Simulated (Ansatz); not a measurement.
# A hypothetical structure for Y2Ti, part 2 of 2

This structure for Y2Ti is made up. Its elements were placed in a known structure type with a cell scaled to their sizes. What cell does the guess relax to, and how far off was it?

Ansatz 0.2.0; DFT, PBEsol, plane-wave PAW, files of the set soft_1, scalar-relativistic, no spin, cell and ions relaxed at zero pressure; PAW set soft_1 (the session's first sound run).

So far: Set-up; Relaxing cell and atoms. The relaxed cell has a = 5.144, c = 6.703 Å (conventional setting).

### Step 3. Electronic structure of the relaxed cell

A second self-consistent run takes a narrower smearing and the mesh shown in its input; the bands follow along the standard path of the relaxed lattice.

This step: DFT, PBEsol, plane-wave PAW, files of the set soft_1, scalar-relativistic, no spin, bands and density of states at the relaxed cell; PAW set soft_1 (Ansatz 0.2.0).

Input file input.yaml:

```yaml
crystal:
  lattice:
    - [5.1435043651, 0.0, 0.0]
    - [-2.5717521826, 4.4544054447, 0.0]
    - [0.0, 0.0, 6.7030137003]
  atoms:
    - { symbol: "Y", position: [0.6666666667, 0.3333333333, 0.25] }
    - { symbol: "Y", position: [0.3333333333, 0.6666666667, 0.75] }
    - { symbol: "Y", position: [0.0, 0.0, 0.5] }
    - { symbol: "Y", position: [0.0, 0.0, 0.0] }
    - { symbol: Ti, position: [0.6666666667, 0.3333333333, 0.75] }
    - { symbol: Ti, position: [0.3333333333, 0.6666666667, 0.25] }
kpoints:
  mp_grid: { grid: [8, 8, 6] }
  band_path:
    path:
      - [[0.0, 0.0, 0.0], [0.5, 0.0, 0.0], [0.33333333, 0.33333333, 0.0], [0.0, 0.0, 0.0], [0.0, 0.0, 0.5], [0.5, 0.0, 0.5], [0.33333333, 0.33333333, 0.5], [0.0, 0.0, 0.5]]
      - [[0.5, 0.0, 0.5], [0.5, 0.0, 0.0]]
      - [[0.33333333, 0.33333333, 0.0], [0.33333333, 0.33333333, 0.5]]
    npoints: 8
scf:
  occupations: { method: fermi_dirac, width: 0.03 }
  n_extra_bands: 10
hamiltonian:
  xc: pbesol
  pseudopotentials: { kind: paw, azcp: { folder: soft_1 }, xc_functional: pbe }
output:
  forces: true
  stress: true
  write_bands: true
  dos: { projected: true }
  write_density: true
  write_potential: true
  elf: true
  volumetric_format: npy
```

Started as:

```console
ansatz run input.yaml --threads 4 --pin off --max-ram 10240MiB --backend cpu --events-out ev --progress --plain --runs-dir out
```

Numbers of over 12 decimals in the logs are rounded to 6 here.

Output:

```text
[...]
Crystal: 6 atoms, lattice volume = 153.574 Å³
Basis set: ecut = 420 eV, 3005 PW (Γ), exchange–correlation on 72×72×90 points (8 copies of the dense FFT grid, shifted against one another)
Bands: 44, of which v1, the nominal top of the filled ones, is band 34 counted from 1 (33 counted from 0)
Symmetry: 24 space group operations
[...]
k-points: 40 of 384
[...]
SCF iter   1: F=—  HF=-20128.245611 eV  |F-HF|=—  |Δ(HF+E_count)|=         —  Δρ=6.47e-2  dr2=1.10e1  ethr=3.10e-3  ⟨swp⟩=6.1  Hψ=6274  notcnv=0
[...]
SCF iter  10: F=-20126.757726 eV  HF=-20126.757726 eV  |F-HF|=3.40e-9  |Δ(HF+E_count)|=   2.13e-8  Δρ=1.12e-6  dr2=3.70e-9  ethr=1.47e-10  ⟨swp⟩=7.5  Hψ=9198  notcnv=0
SCF 1 converged in 10 iterations: F = -20126.757726 eV  dr2 = 3.70e-9
[...]
NSCF: frozen V_eff on 75 k-points
SCF converged after 10 iterations
Free energy (F): -20126.757726 eV
[...]
Internal energy: -20126.717779 eV  (E = F + TS)
E sigma→0 (E₀):  -20126.737753 eV
Entropy (-TS):   -0.039947 eV (-6.658 meV/atom)
Fermi energy:    10.827810 eV
[...]
--- Stress (GPa, compression-positive) ---
       -0.111375       0.000000      -0.000000
        0.000000      -0.111375       0.000000
       -0.000000       0.000000       0.188124
  P = ⅓ Tr σ = -0.0115 GPa (-0.115 kbar)
--- Band table (eV; the first three rows and the last of 40) ---
  k-point 0: bands = [... 30 lower, 9.8132, 9.8132, 10.9250, 10.9250, 10.9635, 10.9635, 11.2199, 11.8963, ... 6 higher]
  k-point 1: bands = [... 30 lower, 9.8753, 9.9651, 10.8137, 10.8137, 10.8911, 10.8911, 11.3598, 11.9435, ... 6 higher]
  k-point 2: bands = [... 30 lower, 10.0285, 10.2534, 10.5637, 10.5637, 10.6978, 10.6978, 11.7798, 12.0453, ... 6 higher]
  k-point 39: bands = [... 30 lower, 10.3529, 10.3529, 10.9956, 10.9956, 11.1283, 11.1283, 11.2868, 11.2868, ... 6 higher]
```

Run time: 7.5 s. Hardware: 4 threads of Arm Neoverse V2, shared host; peak memory 0.68 GiB; 29 s of CPU time.

Numbers from this step:

```
free energy             : -20126.7577 eV
energy at zero smearing : -20126.7378 eV
smearing term TS        : 0.03995 eV
Fermi energy            : 10.83 eV
pressure                : -0.01154 GPa
```

From bands.tsv, the bands that come nearest the Fermi level along the path, at its corners, in eV from the Fermi level:

| point | band 30 | band 31 | band 32 | band 33 | band 34 | band 35 | band 36 | band 37 |
| --- | --- | --- | --- | --- | --- | --- | --- | --- |
| Γ | -1.22 | -1.01 | -1.01 | 0.10 | 0.10 | 0.14 | 0.14 | 0.39 |
| M | -0.81 | -0.48 | -0.16 | -0.08 | 0.09 | 0.18 | 0.32 | 0.81 |
| K | -0.94 | -0.37 | -0.37 | -0.37 | 0.30 | 0.30 | 0.35 | 0.66 |
| Γ | -1.22 | -1.01 | -1.01 | 0.10 | 0.10 | 0.14 | 0.14 | 0.39 |
| A | -0.79 | -0.63 | -0.63 | -0.34 | -0.34 | -0.34 | -0.34 | 1.32 |
| L | -1.09 | -0.25 | -0.25 | 0.04 | 0.04 | 0.08 | 0.08 | 0.65 |
| H | -1.53 | -0.52 | -0.52 | 0.21 | 0.21 | 0.30 | 0.30 | 0.48 |
| A | -0.79 | -0.63 | -0.63 | -0.34 | -0.34 | -0.34 | -0.34 | 1.32 |
| L | -1.09 | -0.25 | -0.25 | 0.04 | 0.04 | 0.08 | 0.08 | 0.65 |
| M | -0.81 | -0.48 | -0.16 | -0.08 | 0.09 | 0.18 | 0.32 | 0.81 |
| K | -0.94 | -0.37 | -0.37 | -0.37 | 0.30 | 0.30 | 0.35 | 0.66 |
| H | -1.53 | -0.52 | -0.52 | 0.21 | 0.21 | 0.30 | 0.30 | 0.48 |

Counts of states for the cell as run, both spins, by energy window (eV from the Fermi level):

```csv
from,to,total
-8,-7,0.00
-7,-6,0.00
-6,-5,0.00
-5,-4,0.37
-4,-3,1.03
-3,-2,2.80
-2,-1,5.60
-1,0,10.10
0,1,7.84
```

Below -8 eV lie 48.0 more states.

Valence density in the ac plane at fractional y = 0.333, with atoms of Y and Ti within 0.2 Å of it. It is the smooth field of the valence electrons, not physical close to the nuclei.

Values in e/Å³, 18 rows by 14 columns, each cell a mean:
```
 0  0  0  0  0  0  0  0  0  0  0  0  0  0
 0  0  0  0  0  0  0  0  0  0  0  0  0  0
 0  0  0  0  0  0  0  0  2  3  2  1  0  0
 0  0  0  0  0  0  0  1  5  9  6  2  0  0
 0  0  0  0  0  0  0  1  7 11  8  2  0  0
 0  0  0  0  0  0  0  1  3  5  4  1  0  0
 0  0  0  0  0  0  0  0  1  1  1  0  0  0
 0  0  0  0  0  0  0  0  0  0  0  0  0  0
 0  0  0  0  0  0  0  0  0  0  0  0  0  0
 0  0  0  0  0  0  0  0  0  0  0  0  0  0
 0  0  0  0  0  0  0  0  0  1  0  0  0  0
 0  0  0  0  0  0  0  1  2  2  2  1  0  0
 0  0  0  0  0  0  0  1  3  3  3  2  0  0
 0  0  0  0  0  0  0  2  3  3  3  2  0  0
 0  0  0  0  0  0  0  1  2  3  3  1  0  0
 0  0  0  0  0  0  0  0  1  1  1  0  0  0
 0  0  0  0  0  0  0  0  0  0  0  0  0  0
 0  0  0  0  0  0  0  0  0  0  0  0  0  0
```
Columns run along a (5.1 Å), rows up along c (6.7 Å). Atoms in or near the plane, at fractional coordinates: Y at (0.67, 0.25), Ti at (0.67, 0.75).

Electrostatic potential energy in the ac plane at fractional y = 0.333, with atoms of Y and Ti within 0.2 Å of it. With pseudopotentials it is smooth inside the atoms' cores, unlike the true potential.

Ten even steps from '0' (-40 eV) to '9' (13 eV), each cell a mean:
```
99999999999999
99999999877999
99999997434699
99999985211489
99999984111379
99999996322589
99999998656899
99999999989999
99999999999999
99999999999999
99999998767899
99999986212589
99999983000279
99999983000279
99999985100489
99999997545799
99999999888999
99999999999999
```
Columns run along a (5.1 Å; values clipped at the 3rd and 97th percentile), rows up along c (6.7 Å). Atoms in or near the plane, at fractional coordinates: Y at (0.67, 0.25), Ti at (0.67, 0.75).

ELF in the ac plane at fractional y = 0.333, with atoms of Y and Ti within 0.2 Å of it. It is the smooth field of the valence electrons, not physical close to the nuclei.

Ten even steps from '0' (0.10) to '9' (0.83), each cell a mean:
```
31002564101355
31013541000035
42113411565114
42123304888513
42223304878513
42123412787303
31013420132024
31002552000245
31002564212465
31012441000134
42223310243113
44444204999512
55555218979931
56565229968931
55555217999721
43334302686302
32113420000024
31002553101355
```
Columns run along a (5.1 Å), rows up along c (6.7 Å). Atoms in or near the plane, at fractional coordinates: Y at (0.67, 0.25), Ti at (0.67, 0.75).

### Step 4. What came out

```yaml
space_group_relaxed: P6_3/mmc
conventional_cell: a = 5.144, b = 5.144, c = 6.703 Å; α = 90.0°, β = 90.0°, γ = 120.0°
volume_per_atom: 25.60 Å³ (guess 23.99)
```

What this shows: Y2Ti relaxes to P6_3/mmc with a = 5.144, b = 5.144 and c = 6.703 Å. The guessed volume was 6 % too small. The space group P6_3/mmc was held in the relaxation, so the end point is a stationary structure within it and may be a saddle against distortions or other arrangements. Bands cross the Fermi level, so it is a metal or semimetal at this level. On the 8×8×6 mesh with the narrower smearing (relaxed on 6×6×4) the forces vanish, as symmetry may demand, and the largest stress component is 0.188 GPa, against the relaxation's thresholds of 0.015 eV/Å and 0.05 GPa. The cutoff wasn't tested. No dispersion term is used, so weakly bound directions may come out too long. The runs have no spin, and magnetism wasn't tested. Nothing here tests whether the compound is stable against decomposition.

[Logs are printed without paths, hosts, clocks, repeated set-up lines and the standing remarks that a program may print on its own settings, such as how far it seeks lower states.]

[Hosts, paths, dates, database ids (printed as entryN), source tags and the programs' standing remarks are cut or masked in the printed files.]
